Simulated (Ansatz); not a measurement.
# Phonon transport in CeO2 (Fm-3m), part 3 of 3

How well does the lattice of CeO2 conduct heat?

What experiment has found for this phase:
- thermal conductivity 10.8 W/m/K near room temperature (given in “Predicting the lattice thermal conductivity of solids by solving the Boltzmann transport equation: AFLOW - AAPL an automated, accurate and efficient framework”, 2017, arXiv:1611.05481)

Ansatz 0.2.0; DFT PBEsol, scalar-relativistic, plane waves, PAW; PAW set soft_1.

So far, κ at 300 K (relaxation time) (W/m/K): step 6 (a cheap rung) 15. Also highest frequency (cm⁻¹): step 6 571. The relaxed cell has a = 5.399 Å (conventional setting).

## Step 7: Anharmonic force constants and conductivity, k-mesh 12×12×12, third order supercell 3×3×3

The supercell must be wider than twice the pair cutoff, and the number of displaced cells grows with the pairs inside it, which is where the cost lies.

File input.yaml:

```yaml
crystal:
  lattice:
    - [0.0, 2.6992869242, 2.6992869242]
    - [2.6992869242, 0.0, 2.6992869242]
    - [2.6992869242, 2.6992869242, 0.0]
  atoms:
    - { symbol: Ce, position: [0.0, 0.0, 0.0] }
    - { symbol: O, position: [0.25, 0.25, 0.25] }
    - { symbol: O, position: [0.75, 0.75, 0.75] }
kpoints:
  mp_grid: { grid: [12, 12, 12] }
hamiltonian:
  xc: pbesol
  pseudopotentials: { kind: paw, azcp: { folder: soft_1 }, xc_functional: pbe }
scf:
  occupations: { method: fixed }
  lower_state_search: "off"
output:
  eigenvalues: true
phonons:
  method: fd
  dielectric: true
  qmesh: [6, 6, 6]
  temperatures: { t_max: 1000, t_step: 50 }
  qpath:
    path:
      - [[0.0, 0.0, 0.0], [0.5, 0.0, 0.5], [0.5, 0.25, 0.75], [0.375, 0.375, 0.75], [0.0, 0.0, 0.0], [0.5, 0.5, 0.5], [0.625, 0.25, 0.625], [0.5, 0.25, 0.75], [0.5, 0.5, 0.5], [0.375, 0.375, 0.75]]
      - [[0.625, 0.25, 0.625], [0.5, 0.0, 0.5]]
    npoints: 10
  third_order: { supercell: [3, 3, 3], pair_cutoff: 2.849 }
  lattice_thermal_conductivity:
    qmesh: [19, 19, 19]
    temperatures: [100.0, 150.0, 200.0, 300.0, 400.0, 500.0, 600.0, 800.0]
    isotope_mass_variance:
      - { species: Ce, variance: 2.25e-05 }
      - { species: O, variance: 3.359e-05 }
    solution: relaxation_time
```

On the command line:

```console
$ ansatz run input.yaml --threads 18 --pin off --max-ram 92160MiB --backend cuda --events-out ev --progress --plain --runs-dir out --max-vram 78GiB
```

Numbers of over 12 decimals in the logs are rounded to 6 here.

Output:

```text
[...]
Crystal: 18 atoms, lattice volume = 236.009 Å³
Basis set: ecut = 420 eV, 4599 PW (Γ), FFT grids on a1, a1+a2, 2a1+a3, exchange–correlation on 90×90×90 points (8 copies of the dense FFT grid, shifted against one another)
Bands: 90, of which v1, the nominal top of the filled ones, is band 72 counted from 1 (71 counted from 0)
Symmetry: 24 space group operations
k-points: 94 of 288
[...]
SCF iter   1: F=—  HF=-45672.718488 eV  |F-HF|=—  |Δ(HF+E_count)|=         —  Δρ=4.82e-8  dr2=6.74e-12  ethr=1.00e-12  ⟨swp⟩=3.0  Hψ=22372  notcnv=0
[...]
SCF iter   2: F=-45672.718488 eV  HF=-45672.718488 eV  |F-HF|=5.82e-11  |Δ(HF+E_count)|=  2.18e-11  Δρ=6.43e-8  dr2=1.01e-11  ethr=1.00e-12  ⟨swp⟩=4.9  Hψ=25835  notcnv=0
SCF 1 converged in 2 iterations: F = -45672.718488 eV  dr2 = 1.01e-11
[...]
Crystal: 3 atoms, lattice volume = 39.335 Å³
Basis set: ecut = 420 eV, 749 PW (Γ), exchange–correlation on 54×54×54 points (8 copies of the dense FFT grid, shifted against one another)
Bands: 16, of which v1, the nominal top of the filled ones, is band 12 counted from 1 (11 counted from 0)
Symmetry: 48 space group operations
k-points: 163 of 1728 (irreducible under 8 space group operations, time reversal used)
[...]
SCF iter   1: F=—  HF=-7612.119748 eV  |F-HF|=—  |Δ(HF+E_count)|=         —  Δρ=9.33e-8  dr2=2.22e-12  ethr=1.65e-9  ⟨swp⟩=4.0  Hψ=20140  notcnv=0  defer=139
eigensolver tolerance schedule: the retry pair's looser diagonalisation over-reported the residual by 178541.64 of it (diagonalisation noise at 0.11 of the residual, at the tolerance the schedule requests for it); recorded, not acted on — ethr = c·dr2/N_el stays at c = 1.0e-1
[...]
SCF 2 converged in 2 iterations: F = -7612.119748 eV  dr2 = 9.74e-12
[...]
supercell 10 (6 cells, vectors [1, 0, 0], [0, 1, 0], [0, 0, 6] in multiples of the cell's): 3 displaced members by 0.0025 Å; free energy -45672.718488 eV; taken off its force constants: by the sum rule 1.4e-4, by the symmetrisation 7.2e-5 eV/Å²; Γ matrix within 3.0e-5 eV/Å² of supercell 1's
[...]
q = [0.0000, 0.0000, 0.0000] (star 1, supercell 1; hermiticity 6.07e-17, symmetrization 4.45e-6): -0.00 -0.00 0.00 277.31 277.31 277.31 433.20 433.20 433.20
[...]
joined force constants: q→R imaginary residual 1.02e-18
[...]
159 force-constant blocks with the first atom in the home cell, fitted with 21 parameters over 6 symmetry orbits; no atom triplet left out
[...]
T (K)   relaxation time
      100.00           63.1475
      150.00           34.7069
      200.00           24.6569
      300.00           16.0639
      400.00           12.0701
      500.00            9.7260
      600.00            8.1766
      800.00            6.2486
```

It took 5.5 min on 1 × NVIDIA GB200 with 18 threads of Arm Neoverse V2, shared host; peak memory 6.3 GiB; 54 min of CPU time.

Numbers from this step:

- zero-point energy: 0.1666 eV/cell
- Debye temperature from the second moment: 611 K
- κ at 300 K (relaxation time): 16.06 W/m/K
- mean free path at half of κ: 14.8 nm
- share of κ above the three lowest branches: 0.271
- largest relative sum-rule correction: 0.2644

LO-TO term included. The phonon branches at the labelled points (cm⁻¹):

| point | branch 1 | branch 2 | branch 3 | branch 4 | branch 5 | branch 6 | branch 7 | branch 8 | branch 9 |
| --- | --- | --- | --- | --- | --- | --- | --- | --- | --- |
| Γ | 0 | 0 | 0 | 277 | 277 | 433 | 433 | 433 | 530 |
| halfway | 85 | 85 | 189 | 256 | 256 | 334 | 437 | 437 | 549 |
| X | 134 | 134 | 179 | 231 | 231 | 258 | 438 | 438 | 571 |
| halfway | 134 | 154 | 186 | 224 | 232 | 284 | 418 | 450 | 564 |
| W | 134 | 196 | 196 | 201 | 210 | 360 | 360 | 463 | 556 |
| halfway | 133 | 177 | 195 | 210 | 235 | 320 | 395 | 456 | 556 |
| K | 130 | 169 | 192 | 214 | 273 | 280 | 417 | 443 | 557 |
| halfway | 104 | 104 | 169 | 250 | 327 | 380 | 384 | 440 | 529 |
| Γ | 0 | 0 | 0 | 277 | 277 | 433 | 433 | 433 | 530 |
| halfway | 87 | 87 | 148 | 295 | 295 | 410 | 413 | 413 | 522 |
| L | 116 | 116 | 209 | 340 | 340 | 370 | 370 | 401 | 505 |
| halfway | 122 | 153 | 201 | 264 | 312 | 326 | 392 | 435 | 532 |
| U | 130 | 169 | 192 | 214 | 273 | 280 | 417 | 443 | 557 |
| halfway | 133 | 177 | 195 | 210 | 235 | 320 | 395 | 456 | 556 |
| W | 134 | 196 | 196 | 201 | 210 | 360 | 360 | 463 | 556 |
| halfway | 124 | 162 | 198 | 258 | 275 | 357 | 371 | 445 | 537 |
| L | 116 | 116 | 209 | 340 | 340 | 370 | 370 | 401 | 505 |
| halfway | 122 | 153 | 201 | 264 | 312 | 326 | 392 | 435 | 532 |
| K | 130 | 169 | 192 | 214 | 273 | 280 | 417 | 443 | 557 |
| jump to U | 130 | 169 | 192 | 214 | 273 | 280 | 417 | 443 | 557 |
| halfway | 133 | 145 | 183 | 229 | 243 | 261 | 433 | 440 | 567 |
| X | 134 | 134 | 179 | 231 | 231 | 258 | 438 | 438 | 571 |

The phonon branches as a text plot (rows in cm⁻¹):

```
    559 |    **************                   *******        ****
    536 |****              ***********      **       *    ***
    512 |                             ******          ****
    488 |
    464 |           ****                        *****
    440 |***********    ************        ****     *    *******
    417 | *        **   **     **   ***   **  **      ** *   **
    393 |  *           *  *  **        *** ***  **      * ***
    369 |   *        **    ***           **       ********
    345 |    *       **    **            ***     *      * *
    321 |              *     **        **  **   *     ** ***
    298 |     *     *   * *    *     **    * ***      *     **
    274 |****      *     *     ******       *  *     *    ** **
    250 |    ******     *   ***                 *   **        ***
    226 |      ******  * * *                 *** * **       * ***
    202 |     *      *******            **********************
    179 |    *  ****** **** **         *     ***** **       *****
    155 |   *      **      *  *       *     *        *     *  **
    131 |  *    *************        *     ************* ********
    107 |     **            ** *       *****           ***
     83 | *  *                ***   ***
     60 |  **                  **   *
     36 |**                     ** *
     12 |*                       ***
         Γ       X    W  K        Γ      L     U  W     L   K|U X
```

The lattice thermal conductivity, RTA xx by temperature:

| temperature (K) | lattice thermal conductivity, RTA xx (W/m/K) |
| --- | --- |
| 100 | 63.1 |
| 150 | 34.7 |
| 200 | 24.7 |
| 300 | 16.1 |
| 400 | 12.1 |
| 500 | 9.73 |
| 600 | 8.18 |
| 800 | 6.25 |

The modes has structure finer than the step of the table below, so its rows give means over 25 cm⁻¹, whole bins alone (the curve runs from -10 to 598 cm⁻¹). Peaks (cm⁻¹: height): Ce 123.9: 0.0425, 196.5: 0.0256; O 273.0: 0.0219, 437.5: 0.0444, 533.1: 0.0226.

Phonopy on the run's constants, 19x19x19 mesh, Gaussian sigma 4.3 cm⁻¹. Table of modes by wavenumber; means over each step; values in 1/cm⁻¹/cell:

| wavenumber (cm⁻¹) | Ce | O |
| --- | --- | --- |
| 25 | 4.9e-4 | 1.1e-4 |
| 50 | 0.00183 | 3.6e-4 |
| 75 | 0.00485 | 7.8e-4 |
| 100 | 0.0138 | 0.00129 |
| 125 | 0.0359 | 0.00136 |
| 150 | 0.0142 | 8.9e-4 |
| 175 | 0.0127 | 0.00213 |
| 200 | 0.0197 | 0.00851 |
| 225 | 0.00646 | 0.0136 |
| 250 | 0.00316 | 0.0181 |
| 275 | 0.00263 | 0.0199 |
| 300 | 0.00114 | 0.0172 |
| 325 | 5.8e-4 | 0.0164 |
| 350 | 3.4e-4 | 0.0143 |
| 375 | 1.0e-4 | 0.0157 |
| 400 | 1.0e-4 | 0.0168 |
| 425 | 2.5e-4 | 0.0287 |
| 450 | 2.1e-4 | 0.0248 |
| 475 | 1.8e-6 | 6.2e-4 |
| 500 | 2.4e-5 | 0.00107 |
| 525 | 9.9e-4 | 0.0153 |
| 550 | 4.6e-4 | 0.0191 |
| 575 | 2.1e-5 | 0.00300 |

Distinct triplets, nearest first. Third order norms, by row:

| sites | side 1 (Å) | side 2 (Å) | side 3 (Å) | norm of the 27 components (eV/Å³) |
| --- | --- | --- | --- | --- |
| Ce-Ce-Ce | 0 | 0 | 0 | 0 |
| O-O-O | 0 | 0 | 0 | 30.31 |
| Ce-O-O | 0 | 2.34 | 2.34 | 17.73 |
| Ce-O-Ce | 0 | 2.34 | 2.34 | 20.36 |
| Ce-O-O | 2.34 | 2.34 | 2.7 | 1.817 |
| O-O-O | 0 | 2.7 | 2.7 | 6.551 |

Born charge (rows field, columns displacement) (e), principal values of the symmetric part by kind of site:

| atom | atoms with these values | low | middle | high | mean |
| --- | --- | --- | --- | --- | --- |
| Ce1 | 1 | 5.77 | 5.77 | 5.77 | 5.77 |
| O2 | 2 | -2.88 | -2.88 | -2.88 | -2.88 |

In full for O2:

```
-2.88  0.00  0.00
 0.00 -2.88  0.00
 0.00  0.00 -2.88
```

RTA, 300 K. Kappa by branch, by row:

| branch (by rank) | mean frequency (THz) | mean rms speed (km/s) | median lifetime (ps) | share of kappa |
| --- | --- | --- | --- | --- |
| 1 | 3.4 | 1.3 | 3.22 | 0.164 |
| 2 | 4.04 | 2.64 | 3.17 | 0.263 |
| 3 | 5.68 | 2.29 | 2.13 | 0.303 |
| 4 | 7.51 | 2.83 | 0.831 | 0.055 |
| 5 | 8.49 | 3.7 | 0.892 | 0.088 |
| 6 | 10.02 | 4.17 | 0.766 | 0.086 |
| 7 | 12.05 | 2.75 | 0.642 | 0.032 |
| 8 | 13.19 | 1.2 | 0.643 | 0.006 |
| 9 | 16.21 | 1.29 | 0.42 | 0.003 |

The spectral kappa at 300 K, relaxation time (W/m/K/THz) by frequency; read off at these points:

frequency (THz), spectral kappa at 300 K, relaxation time (W/m/K/THz) and a bar:
```
     0.25       0.00 
     0.75       1.64 #################
     1.25       2.81 ##############################
     1.75       2.54 ###########################
     2.25       2.83 ##############################
     2.75       2.64 ############################
     3.25       2.05 ######################
     3.75       2.41 ##########################
     4.25       1.95 #####################
     4.75       1.60 #################
     5.25       1.00 ###########
     5.75       0.75 ########
     6.25       0.55 ######
     6.75       0.47 #####
     7.25       0.58 ######
     7.75       0.94 ##########
     8.25       1.21 #############
     8.75       1.18 #############
     9.25       0.77 ########
     9.75       0.70 #######
    10.25       0.72 ########
    10.75       0.44 #####
    11.25       0.52 #####
    11.75       0.35 ####
    12.25       0.27 ###
    12.75       0.20 ##
    13.25       0.08 #
    13.75       0.01 
    14.25       0.00 
    14.75       0.00 
    15.25       0.01 
    15.75       0.04 
    16.25       0.05 
    16.75       0.02 
    17.25       0.00
```

Relaxation-time solution. Table of share of κ carried by shorter paths by mean free path:

| mean free path (nm) | 100 K | 300 K | 800 K |
| --- | --- | --- | --- |
| 0.316 | 0 | 0 | 0.008 |
| 0.464 | 0 | 0.001 | 0.016 |
| 0.681 | 0 | 0.003 | 0.039 |
| 1 | 0 | 0.007 | 0.1 |
| 1.47 | 0 | 0.016 | 0.25 |
| 2.15 | 0 | 0.044 | 0.374 |
| 3.16 | 0.001 | 0.111 | 0.446 |
| 4.64 | 0.002 | 0.26 | 0.521 |
| 6.81 | 0.006 | 0.345 | 0.571 |
| 10 | 0.019 | 0.426 | 0.637 |
| 14.7 | 0.045 | 0.499 | 0.687 |
| 21.5 | 0.084 | 0.55 | 0.756 |
| 31.6 | 0.111 | 0.621 | 0.827 |
| 46.4 | 0.177 | 0.684 | 0.866 |
| 68.1 | 0.273 | 0.741 | 0.915 |
| 100 | 0.343 | 0.821 | 0.931 |
| 147 | 0.4 | 0.856 | 0.976 |
| 215 | 0.466 | 0.906 | 1 |
| 316 | 0.55 | 0.936 | 1 |
| 464 | 0.634 | 0.974 | 1 |
| 681 | 0.711 | 1 | 1 |
| 1000 | 0.788 | 1 | 1 |
| 1470 | 0.868 | 1 | 1 |
| 2150 | 0.885 | 1 | 1 |
| 3160 | 1 | 1 | 1 |

300 K; a sample spread over frequency. Mode lifetimes, by row, the first 40 of 90 rows:

| q1 | q2 | q3 | branch | frequency (THz) | rms speed (km/s) | three-phonon rate (1/ps) | isotope rate (1/ps) | lifetime (ps) | mean free path (nm) |
| --- | --- | --- | --- | --- | --- | --- | --- | --- | --- |
| 0 | 0.0526 | 0.0526 | 1 | 0.553 | 2.83 | 0.00926 | 7.32e-8 | 108 | 306 |
| 0 | 0.1579 | 0.1579 | 2 | 1.646 | 2.75 | 0.073 | 1.23e-5 | 13.7 | 37.7 |
| 0 | 0.2105 | 0.2105 | 1 | 2.173 | 2.65 | 0.132 | 4.25e-5 | 7.57 | 20 |
| 0 | 0.1579 | 0.2632 | 2 | 2.584 | 3.31 | 0.147 | 1.01e-4 | 6.8 | 22.5 |
| 0.0526 | 0.2632 | 0.3158 | 2 | 2.82 | 2.54 | 0.214 | 1.63e-4 | 4.67 | 11.9 |
| 0.0526 | 0.2105 | -0.1579 | 2 | 3.078 | 1.78 | 0.219 | 3.17e-4 | 4.56 | 8.11 |
| 0.0526 | 0.2632 | 0.3684 | 2 | 3.254 | 2.91 | 0.272 | 4.18e-4 | 3.67 | 10.7 |
| 0 | 0.3158 | 0.3684 | 1 | 3.354 | 1.99 | 0.316 | 5.96e-4 | 3.16 | 6.28 |
| 0.0526 | 0.2632 | -0.2105 | 1 | 3.467 | 1.12 | 0.303 | 9.67e-4 | 3.29 | 3.7 |
| 0.0526 | 0.1053 | 0.4211 | 2 | 3.544 | 2.22 | 0.259 | 0.00121 | 3.84 | 8.53 |
| 0.1053 | 0.2632 | 0.4211 | 2 | 3.599 | 3.13 | 0.284 | 0.00119 | 3.5 | 11 |
| 0.0526 | 0.2632 | -0.3158 | 1 | 3.694 | 0.68 | 0.361 | 0.00147 | 2.76 | 1.88 |
| 0 | 0.3684 | 0.4211 | 2 | 3.762 | 1.83 | 0.388 | 0.00148 | 2.57 | 4.69 |
| 0.1053 | 0.3158 | -0.3684 | 1 | 3.833 | 0.64 | 0.384 | 0.00166 | 2.59 | 1.65 |
| 0.1579 | 0.3684 | -0.3684 | 1 | 3.913 | 0.63 | 0.42 | 0.00177 | 2.37 | 1.49 |
| 0.1579 | 0.4211 | -0.3158 | 1 | 3.985 | 0.42 | 0.439 | 0.00191 | 2.27 | 0.944 |
| 0 | 0.2105 | -0.2632 | 2 | 4.026 | 3.47 | 0.301 | 4.47e-4 | 3.31 | 11.5 |
| 0.0526 | 0.4737 | -0.4211 | 2 | 4.308 | 1.78 | 0.428 | 6.12e-4 | 2.33 | 4.16 |
| 0 | 0.2632 | -0.2632 | 2 | 4.508 | 3.4 | 0.334 | 5.58e-4 | 2.99 | 10.1 |
| 0.1053 | 0.3684 | -0.4211 | 2 | 4.789 | 2.71 | 0.379 | 7.27e-4 | 2.63 | 7.14 |
| 0.0526 | 0.1579 | 0.3158 | 3 | 4.955 | 3.8 | 0.268 | 7.03e-4 | 3.72 | 14.1 |
| 0 | 0 | 0.3158 | 3 | 5.264 | 3.36 | 0.31 | 7.60e-4 | 3.22 | 10.8 |
| 0.0526 | 0.2105 | -0.2105 | 3 | 5.454 | 2.21 | 0.323 | 6.98e-4 | 3.09 | 6.83 |
| 0.0526 | 0.3158 | -0.3158 | 3 | 5.662 | 1.01 | 0.488 | 9.10e-4 | 2.05 | 2.08 |
| 0 | 0.3684 | -0.3684 | 3 | 5.766 | 0.36 | 0.93 | 7.44e-4 | 1.07 | 0.387 |
| 0.1579 | 0.3158 | -0.3684 | 3 | 5.865 | 0.99 | 0.534 | 0.00211 | 1.87 | 1.85 |
| 0.2105 | 0.4211 | -0.3158 | 3 | 5.955 | 2.59 | 0.535 | 0.00298 | 1.86 | 4.82 |
| 0 | 0.2105 | -0.4737 | 3 | 6.047 | 0.38 | 0.526 | 0.00244 | 1.89 | 0.724 |
| 0 | 0.1053 | -0.4737 | 3 | 6.172 | 0.49 | 0.519 | 0.00132 | 1.92 | 0.947 |
| 0.1053 | 0.3158 | 0.4737 | 3 | 6.327 | 2.26 | 0.551 | 9.29e-4 | 1.81 | 4.1 |
| 0.1053 | 0.4211 | -0.3684 | 4 | 6.485 | 1.76 | 0.953 | 8.80e-4 | 1.05 | 1.84 |
| 0.0526 | 0.3158 | -0.2632 | 4 | 6.675 | 1.57 | 1.46 | 9.52e-4 | 0.683 | 1.07 |
| 0.2105 | 0.4211 | -0.3684 | 5 | 6.821 | 3.73 | 0.874 | 0.00122 | 1.14 | 4.26 |
| 0 | 0.4211 | 0.4737 | 4 | 6.967 | 0.46 | 1.14 | 0.00125 | 0.876 | 0.398 |
| 0.0526 | 0.2632 | -0.3684 | 4 | 7.089 | 4.25 | 1.29 | 0.00149 | 0.774 | 3.29 |
| 0.0526 | 0.3158 | 0.4737 | 4 | 7.259 | 3.89 | 1.27 | 0.00161 | 0.788 | 3.07 |
| 0 | 0.3158 | 0.3158 | 5 | 7.413 | 1.03 | 1.35 | 0.00161 | 0.742 | 0.764 |
| 0.1053 | 0.3158 | -0.4211 | 5 | 7.569 | 3.78 | 1.09 | 0.00171 | 0.913 | 3.45 |
| 0 | 0.4737 | 0.4737 | 6 | 7.699 | 0.46 | 0.347 | 6.12e-4 | 2.88 | 1.32 |
| 0 | 0.2105 | 0.2105 | 4 | 7.824 | 1.12 | 0.981 | 0.00196 | 1.02 | 1.14 |

Without the LO-TO term. Gamma linewidths, by row:

| branch | frequency (cm⁻¹) | three-phonon rate (1/ps) | isotope rate (1/ps) | FWHM (cm⁻¹) |
| --- | --- | --- | --- | --- |
| 4 | 277.3 | 0.31 | 0.0024 | 1.66 |
| 5 | 277.3 | 0.31 | 0.0024 | 1.66 |
| 6 | 277.3 | 0.31 | 0.0024 | 1.66 |
| 7 | 433.2 | 1.03 | 0.0141 | 5.56 |
| 8 | 433.2 | 1.03 | 0.0141 | 5.56 |
| 9 | 433.2 | 1.03 | 0.0141 | 5.56 |

W/m/K, third of the trace; RTA populations with a boundary rate v/L added to each mode (Matthiessen's rule). Kappa by grain size, by row:

| T (K) | bulk | 10 nm | 30 nm | 100 nm | 300 nm | 1000 nm | 10000 nm | 100000 nm |
| --- | --- | --- | --- | --- | --- | --- | --- | --- |
| 100 | 63.04 | 6.105 | 12.59 | 22.98 | 34.09 | 45.82 | 59.57 | 62.64 |
| 300 | 15.66 | 6.377 | 9.14 | 11.81 | 13.64 | 14.84 | 15.56 | 15.65 |
| 600 | 7.701 | 4.251 | 5.495 | 6.554 | 7.172 | 7.511 | 7.68 | 7.699 |

W/m/K, third of the trace; RTA populations with the isotope rates scaled. Kappa by mass disorder, by row:

| T (K) | no isotopes | as typed | variance x 3 | variance x 10 | variance x 30 |
| --- | --- | --- | --- | --- | --- |
| 100 | 63.72 | 63.04 | 61.81 | 58.35 | 51.82 |
| 300 | 15.69 | 15.66 | 15.59 | 15.36 | 14.79 |
| 600 | 7.709 | 7.701 | 7.685 | 7.631 | 7.484 |

At 300 K the relaxation-time value is 16.1 W/(m K).

## Step 8: Levels and costs side by side

Ladder, by row:

| cells or q mesh | k mesh | pair cutoff | atoms in the supercell | q-mesh of the transport sums | κ at 300 K (relaxation time) (W/m/K) | κ at 300 K (full solution) (W/m/K) | core-minutes |
| --- | --- | --- | --- | --- | --- | --- | --- |
| 2x2x2 | 8x8x8 | 2.849 | 24 | 11×11×11 | 15 | 15.23 | 5 |
| 6x6x6 | 12x12x12 | 2.849 | 81 | 19×19×19 | 16.06 | - | 53.7 |

## Step 9: Outcome

- highest frequency: 571.3 cm⁻¹
- Debye temperature from the second moment: 611 K
- κ at 300 K (relaxation time): 16.06 W/m/K
- mean free path at half of κ: 14.8 nm
- share of κ above the three lowest branches: 0.271

The lattice of CeO2 conducts 16.1 W/(m K) at 300 K by PBEsol (mean over directions, relaxation-time solution). Above 300 K the relaxation-time κ falls as T^-0.96, near the 1/T law of three-phonon scattering. Grains of 100 nm would keep 75 % of the bulk value at 300 K, and grains of 1 µm 95 %. Removing the natural isotope disorder raises κ at 300 K by 0 %. The first rung (24 atoms, cutoff 2.85 Å) gave 15 W/(m K) by relaxation time for 0.094 times the cost of the last; the two share the cutoff and differ in supercell or meshes, so the cutoff itself is not tested. A measured thermal conductivity near room temperature is 10.8 W/m/K (arXiv:1611.05481); the calculated 16.1 W/m/K differs by +49 %. Four-phonon, defect and boundary scattering, which are left out, would lower the calculated value; thermal expansion is left out too. The last run computed the relaxation-time solution alone; it counts normal processes as resistive, so the full solution usually lies higher: on an earlier rung it gave 15.2 against 15 W/(m K). The sum rules changed one orbit of cubic constants by up to 26 %; by the manual a large change points to a short cutoff or, on a small and distant orbit, to noisy forces. The conductivities include the coherence part between close branches; the shares for grains, isotopes, branches and paths are of the relaxation-time populations alone. Cubic couplings among atoms farther apart than the pair cutoff are dropped, and neither the cutoff nor the q-mesh was shown to be converged here. The interpolation has no quadrupole term, so branches near the zone centre are less sure, since this crystal has sites that are not centres of inversion. The PAW files were made for PBE and are used here under another functional, for which the program regenerates the frozen cores.

[Logs are printed without paths, hosts, clocks, repeated set-up lines and the standing remarks that a program may print on its own settings, such as how far it seeks lower states.]

[Hosts, paths, dates, database ids (printed as entryN), source tags and the programs' standing remarks are cut or masked in the printed files.]

[A step with changed settings may run another functional than the one named; its input shows which.]
